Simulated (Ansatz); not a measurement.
# TaBe2BiO6: complex band structure, part 2 of 3

A new crystal, TaBe2BiO6: structure, gap and complex bands. It is built by putting Be for Ba in the Ba2TaBiO6 structure of space group C2/m, with the volume rescaled by atomic radii. The parent structure comes from the Materials Project.

Ansatz 0.2.0; r2SCAN DFT, plane waves, PAW files (the session's first sound run).

So far. Step 2 (Relaxing the new crystal): The largest force component on a free atom ends at 0.0048 eV/Å.

The structure was built from a prototype and need not be the compound's stable phase.

### 3. Band edges

The energy window and the wavevectors of the next steps follow from the band edges, so these are searched first, off the mesh as well.

input.yaml

```yaml
crystal:
  lattice:
    - [5.3744407959, -2.7618791716, -0.3110765069]
    - [5.3744407959, 2.7618791716, -0.3110765069]
    - [-3.9168787782, 0.0, 4.2656524913]
  atoms:
    - { symbol: Be, position: [0.1770377887, 0.1770377887, 0.1695547676] }
    - { symbol: Be, position: [0.8229622113, 0.8229622113, 0.8304452324] }
    - { symbol: Ta, position: [0.5, 0.5, 0.0] }
    - { symbol: Bi, position: [0.0, 0.0, 0.5] }
    - { symbol: O, position: [0.6610503934, 0.1277926049, 0.0514799486] }
    - { symbol: O, position: [0.3389496066, 0.8722073951, 0.9485200514] }
    - { symbol: O, position: [0.1277926049, 0.6610503934, 0.0514799486] }
    - { symbol: O, position: [0.2815885436, 0.2815885436, 0.5299251735] }
    - { symbol: O, position: [0.8722073951, 0.3389496066, 0.9485200514] }
    - { symbol: O, position: [0.7184114564, 0.7184114564, 0.4700748265] }
kpoints:
  mp_grid: { grid: [6, 6, 6] }
  band_path: { path: [VBM, CBM], npoints: 30 }
scf:
  occupations: { method: fixed }
hamiltonian:
  xc: r2scan
output:
  eigenvalues: true
  write_potential: true
  write_density: true
  volumetric_format: npy
```

On the command line:

```console
> ansatz run input.yaml --threads 2 --pin off --max-ram 4096MiB --backend cpu --events-out ev --progress --plain --runs-dir out
```

Numbers of over 12 decimals in the logs are rounded to 6 here.

The log of the run:

```text
[...]
Crystal: 10 atoms, lattice volume = 119.904 Å³
Basis set: ecut = 500 eV, 3043 PW (Γ), exchange–correlation on 180×180×180 points (64 copies of the dense FFT grid, shifted against one another)
Bands: 44, of which v1, the nominal top of the filled ones, is band 34 counted from 1 (33 counted from 0)
Symmetry: 4 space group operations
[...]
k-points: 68 of 216
[...]
SCF iter   1: F=—  HF=-25960.897409 eV  |F-HF|=—  |Δ(HF+E_count)|=         —  Δρ=1.08e-2  dr2=1.68e-1  dr2_τ=5.97e-1  ethr=1.77e-3  ⟨swp⟩=5.0  Hψ=10802  notcnv=0  defer=536
[...]
SCF iter   8: F=-25961.167274 eV  HF=-25961.167274 eV  |F-HF|=4.91e-10  |Δ(HF+E_count)|=   2.78e-8  Δρ=2.37e-6  dr2=8.01e-9  dr2_τ=1.38e-9  ethr=1.47e-10  ⟨swp⟩=10.5  Hψ=12948  notcnv=0
SCF 1 converged in 8 iterations: F = -25961.167274 eV  dr2 = 8.01e-9
[...]
NSCF: frozen V_eff on 68 k-points
[...]
SCF converged after 8 iterations
Free energy (F): -25961.167274 eV
[...]
Internal energy: -25961.167274 eV  (E = F + TS)
E sigma→0 (E₀):  -25961.167274 eV
Fermi energy:    7.438802 eV
[...]
--- Band table (eV; the first three rows and the last of 68) ---
  k-point 0: bands = [... 30 lower, 6.4249, 6.5250, 6.6649, 7.4375, 10.2617, 11.5879, 12.0790, 12.4635, ... 6 higher]
  k-point 1: bands = [... 30 lower, 6.4106, 6.4580, 6.8451, 7.2355, 10.2638, 11.5992, 11.9009, 12.2887, ... 6 higher]
  k-point 2: bands = [... 30 lower, 6.2577, 6.3958, 6.8936, 6.9726, 10.3399, 11.2546, 11.5348, 11.7667, ... 6 higher]
  k-point 67: bands = [... 30 lower, 6.0839, 6.9414, 7.0312, 7.4379, 9.2194, 11.2892, 11.9295, 12.3754, ... 6 higher]
```

It took 40 s on 2 threads of Arm Neoverse V2, shared host; peak memory 0.92 GiB; 79 s of CPU time.

In the SCF lines HF is the Harris–Foulkes energy and dr2 the Hartree energy of the density residual, in eV; the loop may stop once dr2 is under the threshold and the program's other checks hold. Hψ counts applications of the Hamiltonian.

This step gave:

| Item | Value |
| --- | --- |
| Fermi energy | 7.439 eV |
| gap on the k-mesh | 1.781 eV |
| gap on path | 1.780 eV, by band count; negative where bands overlap |
| direct gap on path | 1.782 eV |
| edge places on path | 0, 1.513 1/A along the path |

The electronic bands at the labelled points (eV, zero at the Fermi level (highest filled level under fixed occupations); v1 is the highest filled band, c1 the lowest empty one):

| point | v4 | v3 | v2 | v1 | c1 | c2 | c3 | c4 |
| --- | --- | --- | --- | --- | --- | --- | --- | --- |
| VBM | -1.20 | -0.60 | -0.56 | 0.00 | 2.11 | 4.05 | 4.41 | 5.02 |
| halfway | -1.60 | -1.15 | -0.50 | -0.25 | 3.30 | 4.10 | 4.10 | 4.57 |
| CBM | -1.35 | -0.50 | -0.41 | 0.00 | 1.78 | 3.85 | 4.49 | 4.94 |

The searched edges give 1.78 eV, as on the mesh.

### 4. Decaying states in the gap, plane (100)

This step: r2SCAN DFT, plane waves, PAW files; complex bands by layer matching along the plane's normal (Ansatz 0.2.0).

The same crystal is laid in a cell whose first two vectors span the (100) plane (indices of the standard conventional cell, whose axes can be ordered otherwise than in the bulk input). At fixed energy and wavevector in the plane the solver finds all kz, real and complex. A few wavevectors are listed, (0, 0), (-0.5, 0) and (-0.3021, 0) in units of the plane's reciprocal vectors; the slowest state needn't be among them.

input.yaml

```yaml
crystal:
  lattice:
    - [5.791176956, 0.0, 0.0]
    - [0.0, 5.523758343, 0.0]
    - [-3.864150162, 2.761879172, 3.748296411]
  atoms:
    - { symbol: Be, position: [0.1695547676, 0.8229622113, 0.3540755774] }
    - { symbol: Be, position: [0.8304452324, 0.1770377887, 0.6459244226] }
    - { symbol: Ta, position: [0.0, 0.5, 0.0] }
    - { symbol: Bi, position: [0.5, 0.0, 0.0] }
    - { symbol: O, position: [0.0514799486, 0.8722073951, 0.7888429983] }
    - { symbol: O, position: [0.9485200514, 0.1277926049, 0.2111570017] }
    - { symbol: O, position: [0.0514799486, 0.3389496066, 0.7888429983] }
    - { symbol: O, position: [0.5299251735, 0.7184114564, 0.5631770872] }
    - { symbol: O, position: [0.9485200514, 0.6610503934, 0.2111570017] }
    - { symbol: O, position: [0.4700748265, 0.2815885436, 0.4368229128] }
kpoints:
  mp_grid: { grid: [6, 6, 6] }
scf:
  occupations: { method: fixed }
hamiltonian:
  xc: r2scan
output:
  eigenvalues: true
  transmission:
    leads: [[0, 0]]
    kpoints: [[0.0, 0.0], [-0.5, 0.0], [-0.3021, 0.0]]
    e_range: [-1.0, 2.78]
    de: 0.06
```

The log of the run:

```text
[...]
Crystal: 10 atoms, lattice volume = 119.904 Å³
Basis set: ecut = 500 eV, 3043 PW (Γ), exchange–correlation on 180×180×180 points (64 copies of the dense FFT grid, shifted against one another)
Bands: 44, of which v1, the nominal top of the filled ones, is band 34 counted from 1 (33 counted from 0)
Symmetry: 4 space group operations
[...]
k-points: 68 of 216
[...]
SCF iter   1: F=—  HF=-25960.897412 eV  |F-HF|=—  |Δ(HF+E_count)|=         —  Δρ=1.08e-2  dr2=1.68e-1  dr2_τ=5.97e-1  ethr=1.77e-3  ⟨swp⟩=5.0  Hψ=10810  notcnv=0  defer=536
[...]
SCF iter   8: F=-25961.167285 eV  HF=-25961.167285 eV  |F-HF|=5.13e-10  |Δ(HF+E_count)|=   2.78e-8  Δρ=2.38e-6  dr2=8.05e-9  dr2_τ=1.37e-9  ethr=1.47e-10  ⟨swp⟩=10.5  Hψ=12913  notcnv=0
SCF 1 converged in 8 iterations: F = -25961.167285 eV  dr2 = 8.05e-9
[...]
transmission: 6 of 18 steps passed
transmission: 12 of 18 steps passed
transmission: 18 of 18 steps passed
SCF converged after 8 iterations
Free energy (F): -25961.167285 eV
[...]
Internal energy: -25961.167285 eV  (E = F + TS)
E sigma→0 (E₀):  -25961.167285 eV
Fermi energy:    7.438805 eV
[...]
--- Band table (eV; the first three rows and the last of 68) ---
  k-point 0: bands = [... 30 lower, 6.4249, 6.5250, 6.6649, 7.4375, 10.2617, 11.5879, 12.0791, 12.4635, ... 6 higher]
  k-point 1: bands = [... 30 lower, 6.0548, 6.6868, 6.7284, 7.2347, 10.0932, 11.6920, 11.7191, 12.4433, ... 6 higher]
  k-point 2: bands = [... 30 lower, 5.9872, 6.5140, 6.7935, 7.1576, 10.3998, 11.5508, 11.6762, 12.1531, ... 6 higher]
  k-point 67: bands = [... 30 lower, 6.1286, 6.3375, 6.4793, 7.1596, 10.1695, 11.3829, 12.1462, 12.3850, ... 6 higher]
--- Transmission ---
  basis      : 337 plane waves across, 6 finite elements along
  points     : 3, as listed
  energies   : 64 from -1.000000 to 2.780000 eV about the Fermi level, 0.060000 eV apart; the leads are filled to 0.890315 eV, and channels, transmission and decay are at 0.920000 eV
  crystal 0  : O6Be2Bi1Ta1, at the sites [0, 0], period 3.7483 Å: whole cells are its period
    offset         : up to 0.0000 Å between an atom of the period and one for which it stands
    channels       : 0.000000e0 a spin
    conductance    : none, the energies end too early or step too widely for 300 K: set another output.transmission.e_range or a lower de, or, where they end at an eighth of basis.ecutwfc, a higher one
    slowest decay  : 0.2612 /Å at (-0.5000, 0.0000)
```

Elapsed: 2.1 min, on 2 threads; peak memory 1.5 GiB.

This step gave:

```yaml
level_to_which_the_leads_are_filled: 0.8903 eV from the Fermi level
decay_constant_at_the_filling_level_zone_centre: 0.4026 Å⁻¹
decay_constant_at_the_filling_level_slowest_listed_point: 0.2612 Å⁻¹
```

K parallel (0, 0); values up to 1.5 1/Å, a degenerate pair printed once or twice; energies at which all values exceed this have no row. Im kz of the slowest decaying states against energy, zero at the highest filled level on the SCF mesh:

| energy (eV) | decay 1 (Å⁻¹) | decay 2 (Å⁻¹) | decay 3 (Å⁻¹) | decay 4 (Å⁻¹) |
| --- | --- | --- | --- | --- |
| -1.00 | 0.0257 | 0.185 | 0.253 | 0.399 |
| -0.82 | 0.166 | 0.240 | 0.395 | 0.675 |
| -0.64 | 0.111 | 0.233 | 0.401 | 0.454 |
| -0.46 | 0.0946 | 0.144 | 0.319 | 0.422 |
| -0.22 | 0.299 | 0.376 | 0.459 | 0.656 |
| -0.04 | 0.372 | 0.389 | 0.400 | 0.489 |
| 0.02 | 0.0838 | 0.391 | 0.405 | 0.449 |
| 0.14 | 0.210 | 0.412 | 0.423 | 0.518 |
| 0.32 | 0.309 | 0.418 | 0.461 | 0.546 |
| 0.50 | 0.381 | 0.417 | 0.489 | 0.572 |
| 0.68 | 0.413 | 0.441 | 0.511 | 0.596 |
| 0.92 | 0.403 | 0.512 | 0.534 | 0.624 |
| 1.10 | 0.392 | 0.548 | 0.561 | 0.642 |
| 1.28 | 0.379 | 0.563 | 0.607 | 0.648 |
| 1.46 | 0.363 | 0.582 | 0.621 | 0.650 |
| 1.64 | 0.345 | 0.596 | 0.678 | 0.680 |
| 1.82 | 0.323 | 0.589 | 0.655 | 0.687 |
| 2.00 | 0.296 | 0.580 | 0.633 | 0.691 |
| 2.24 | 0.249 | 0.567 | 0.604 | 0.691 |
| 2.42 | 0.197 | 0.554 | 0.581 | 0.688 |
| 2.60 | 0.100 | 0.541 | 0.558 | 0.681 |
| 2.78 | 0.525 | 0.533 | 0.671 | 0.735 |

K parallel (-0.5, 0); values up to 1.5 1/Å, a degenerate pair printed once or twice; energies at which all values exceed this have no row. Im kz of the slowest decaying states against energy, zero at the highest filled level on the SCF mesh:

| energy (eV) | decay 1 (Å⁻¹) | decay 2 (Å⁻¹) | decay 3 (Å⁻¹) | decay 4 (Å⁻¹) |
| --- | --- | --- | --- | --- |
| -1.0000 | 0.156 | 0.195 | 0.280 | 0.363 |
| -0.7600 | 0.121 | 0.245 | 0.319 | 0.344 |
| -0.5200 | 0.200 | 0.294 | 0.327 | 0.558 |
| -0.2200 | 0.232 | 0.283 | 0.321 | 0.411 |
| 0.0200 | 0.0986 | 0.300 | 0.348 | 0.370 |
| 0.2600 | 0.300 | 0.304 | 0.368 | 0.491 |
| 0.5000 | 0.292 | 0.383 | 0.385 | 0.521 |
| 0.7400 | 0.277 | 0.394 | 0.440 | 0.541 |
| 0.9800 | 0.255 | 0.401 | 0.484 | 0.551 |
| 1.2200 | 0.224 | 0.405 | 0.523 | 0.557 |
| 1.5200 | 0.162 | 0.405 | 0.558 | 0.565 |
| 1.7600 | 0.0478 | 0.402 | 0.554 | 0.590 |
| 2.0000 | 0.394 | 0.547 | 0.561 | 0.627 |
| 2.2400 | 0.382 | 0.527 | 0.534 | 0.657 |
| 2.4800 | 0.363 | 0.486 | 0.517 | 0.681 |
| 2.7200 | 0.331 | 0.434 | 0.491 | 0.683 |

K parallel (-0.5, 0). Table of Re kz of states that move upwards by energy, zero at the highest filled level on the SCF mesh:

| energy (eV) | channel 1 (Å⁻¹) | channel 2 (Å⁻¹) | channel 3 (Å⁻¹) |
| --- | --- | --- | --- |
| -1.00 | -0.178 | - | - |
| -0.88 | -0.112 | - | - |
| -0.76 | -0.0492 | - | - |
| -0.58 | -0.382 | 0.0556 | - |
| -0.46 | -0.279 | 0.157 | - |
| -0.34 | -0.180 | - | - |
| -0.22 | -0.0741 | - | - |
| -0.10 | 0.0534 | - | - |
| 0.02 | - | - | - |
| 0.20 | - | - | - |
| 0.32 | - | - | - |
| 0.44 | - | - | - |
| 0.56 | - | - | - |
| 0.68 | - | - | - |
| 0.80 | - | - | - |
| 0.98 | - | - | - |
| 1.10 | - | - | - |
| 1.22 | - | - | - |
| 1.34 | - | - | - |
| 1.46 | - | - | - |
| 1.58 | - | - | - |
| 1.76 | - | - | - |
| 1.88 | 0.388 | - | - |
| 2.00 | 0.445 | - | - |
| 2.12 | 0.492 | - | - |
| 2.24 | 0.535 | - | - |
| 2.36 | 0.578 | - | - |
| 2.54 | 0.645 | - | - |
| 2.66 | 0.696 | - | - |
| 2.78 | 0.759 | - | - |

K parallel (-0.3021, 0); values up to 1.5 1/Å, a degenerate pair printed once or twice; energies at which all values exceed this have no row. Im kz of the slowest decaying states against energy, zero at the highest filled level on the SCF mesh:

| energy (eV) | decay 1 (Å⁻¹) | decay 2 (Å⁻¹) | decay 3 (Å⁻¹) | decay 4 (Å⁻¹) |
| --- | --- | --- | --- | --- |
| -1.00 | 0.0902 | 0.162 | 0.179 | 0.248 |
| -0.82 | 0.176 | 0.223 | 0.277 | 0.372 |
| -0.64 | 0.0978 | 0.274 | 0.305 | 0.374 |
| -0.46 | 0.249 | 0.369 | 0.370 | 0.463 |
| -0.22 | 0.173 | 0.336 | 0.362 | 0.364 |
| -0.04 | 0.314 | 0.357 | 0.378 | 0.417 |
| 0.02 | 0.0837 | 0.355 | 0.359 | 0.389 |
| 0.14 | 0.212 | 0.351 | 0.408 | 0.431 |
| 0.32 | 0.307 | 0.343 | 0.431 | 0.454 |
| 0.50 | 0.334 | 0.373 | 0.448 | 0.466 |
| 0.68 | 0.322 | 0.425 | 0.462 | 0.471 |
| 0.92 | 0.303 | 0.467 | 0.474 | 0.482 |
| 1.10 | 0.285 | 0.460 | 0.480 | 0.518 |
| 1.28 | 0.263 | 0.452 | 0.484 | 0.551 |
| 1.46 | 0.235 | 0.443 | 0.485 | 0.580 |
| 1.64 | 0.198 | 0.433 | 0.484 | 0.607 |
| 1.82 | 0.144 | 0.420 | 0.481 | 0.604 |
| 2.00 | 0.405 | 0.475 | 0.589 | 0.626 |
| 2.24 | 0.379 | 0.464 | 0.566 | 0.617 |
| 2.42 | 0.353 | 0.452 | 0.545 | 0.609 |
| 2.60 | 0.316 | 0.438 | 0.522 | 0.589 |
| 2.78 | 0.261 | 0.420 | 0.494 | 0.563 |

K parallel (-0.3021, 0). Table of Re kz of states that move upwards by energy, zero at the highest filled level on the SCF mesh:

| energy (eV) | channel 1 (Å⁻¹) | channel 2 (Å⁻¹) | channel 3 (Å⁻¹) |
| --- | --- | --- | --- |
| -1.00 | -0.0837 | - | - |
| -0.82 | 0.00419 | 0.789 | - |
| -0.64 | -0.715 | 0.107 | - |
| -0.46 | -0.317 | -0.313 | 0.263 |
| -0.28 | -0.180 | - | - |
| -0.10 | -0.0325 | - | - |
| 0.02 | - | - | - |
| 0.08 | - | - | - |
| 0.26 | - | - | - |
| 0.44 | - | - | - |
| 0.62 | - | - | - |
| 0.80 | - | - | - |
| 0.98 | - | - | - |
| 1.16 | - | - | - |
| 1.34 | - | - | - |
| 1.52 | - | - | - |
| 1.70 | - | - | - |
| 1.88 | - | - | - |
| 2.06 | 0.376 | - | - |
| 2.24 | 0.469 | - | - |
| 2.42 | 0.538 | - | - |
| 2.60 | 0.602 | - | - |
| 2.78 | 0.670 | - | - |

At the listed wavevectors the last open channel is at -0.04 eV and the next at +1.82 eV on the grid. At +0.92 eV, the grid energy nearest the filling level (the middle of the gap on the SCF mesh), the slowest state at the listed wavevectors decays with κ = 0.261 Å⁻¹, its amplitude falling by e over 3.8 Å. Through 1 nm of this crystal that state's transmission falls by exp(−2 × 0.261 Å⁻¹ × 10 Å) = 0.0054.

### 5. Decay over the two-dimensional zone

The listed points could miss the slowest state, so one energy near mid-gap is solved on a mesh of 8×8.

Changes to input.yaml since step 4:

```diff
@@ -24,6 +24,2 @@
   eigenvalues: true
-  transmission:
-    leads: [[0, 0]]
-    kpoints: [[0.0, 0.0], [-0.5, 0.0], [-0.3021, 0.0]]
-    e_range: [-1.0, 2.78]
-    de: 0.06
+  transmission: { leads: [[0, 0]], kmesh: [8, 8], e_range: [0.89, 0.9], de: 0.05 }
```

The log of the run:

```text
[...]
Crystal: 10 atoms, lattice volume = 119.904 Å³
Basis set: ecut = 500 eV, 3043 PW (Γ), exchange–correlation on 180×180×180 points (64 copies of the dense FFT grid, shifted against one another)
Bands: 44, of which v1, the nominal top of the filled ones, is band 34 counted from 1 (33 counted from 0)
Symmetry: 4 space group operations
[...]
k-points: 68 of 216
[...]
SCF iter   1: F=—  HF=-25960.897412 eV  |F-HF|=—  |Δ(HF+E_count)|=         —  Δρ=1.08e-2  dr2=1.68e-1  dr2_τ=5.97e-1  ethr=1.77e-3  ⟨swp⟩=5.0  Hψ=10810  notcnv=0  defer=536
[...]
SCF iter   8: F=-25961.167285 eV  HF=-25961.167285 eV  |F-HF|=5.13e-10  |Δ(HF+E_count)|=   2.78e-8  Δρ=2.38e-6  dr2=8.05e-9  dr2_τ=1.37e-9  ethr=1.47e-10  ⟨swp⟩=10.5  Hψ=12913  notcnv=0
SCF 1 converged in 8 iterations: F = -25961.167285 eV  dr2 = 8.05e-9
[...]
transmission: 24 of 150 steps passed
transmission: 48 of 150 steps passed
[...]
transmission: 150 of 150 steps passed
SCF converged after 8 iterations
Free energy (F): -25961.167285 eV
[...]
Internal energy: -25961.167285 eV  (E = F + TS)
E sigma→0 (E₀):  -25961.167285 eV
Fermi energy:    7.438805 eV
[...]
--- Band table (eV; the first three rows and the last of 68) ---
  k-point 0: bands = [... 30 lower, 6.4249, 6.5250, 6.6649, 7.4375, 10.2617, 11.5879, 12.0791, 12.4635, ... 6 higher]
  k-point 1: bands = [... 30 lower, 6.0548, 6.6868, 6.7284, 7.2347, 10.0932, 11.6920, 11.7191, 12.4433, ... 6 higher]
  k-point 2: bands = [... 30 lower, 5.9872, 6.5140, 6.7935, 7.1576, 10.3998, 11.5508, 11.6762, 12.1531, ... 6 higher]
  k-point 67: bands = [... 30 lower, 6.1286, 6.3375, 6.4793, 7.1596, 10.1695, 11.3829, 12.1462, 12.3850, ... 6 higher]
--- Transmission ---
  basis      : 337 plane waves across, 6 finite elements along
  points     : 25, standing for a mesh of 8 x 8
  energies   : 1 from 0.890000 to 0.890000 eV about the Fermi level; the leads are filled to 0.890315 eV, and channels, transmission and decay are at 0.890000 eV
[...]
channels       : 0.000000e0 a spin
    conductance    : none, crystal 0 has no channel at the energies, or these end too early or step too widely for 300 K: set another output.transmission.e_range or a lower de, or, where they end at an eighth of basis.ecutwfc, a higher one
    slowest decay  : 0.2641 /Å at (0.5000, 0.0000)
```

Run time: 95 s. Hardware: 2 threads; peak memory 1.5 GiB; 3.2 min of CPU time.

Numbers from this step:

```yaml
least_decay_constant_on_the_mesh: 0.2641 Å⁻¹
```

Slowest decay constant (1/Å; 0 where a channel is open) over k1 and k2. At 0.8900 eV from the Fermi level.

Values, 8 rows by 8 columns:
```
0.391 0.387 0.367 0.355 0.360 0.355 0.367 0.387
0.352 0.347 0.347 0.356 0.377 0.356 0.347 0.347
0.292 0.303 0.331 0.363 0.396 0.363 0.331 0.303
0.264 0.283 0.324 0.367 0.404 0.367 0.324 0.283
0.292 0.303 0.331 0.363 0.396 0.363 0.331 0.303
0.352 0.347 0.347 0.356 0.377 0.356 0.347 0.347
0.391 0.387 0.367 0.355 0.360 0.355 0.367 0.387
0.398 0.412 0.392 0.364 0.353 0.364 0.392 0.412
```
Columns: k1 (b1) from -0.5 to 0.375; rows upwards: k2 (b2) from -0.5 to 0.375.

The least value on the mesh is 0.264 Å⁻¹ at +0.89 eV. At that energy the listed points give about 0.264 Å⁻¹ by interpolation, so the mesh holds no clearly slower state.

(Part 2 of 3 ends here.)

[Logs are printed without paths, hosts, clocks, repeated set-up lines and the standing remarks that a program may print on its own settings, such as how far it seeks lower states.]

[Hosts, paths, dates, database ids (printed as entryN), source tags and the programs' standing remarks are cut or masked in the printed files.]
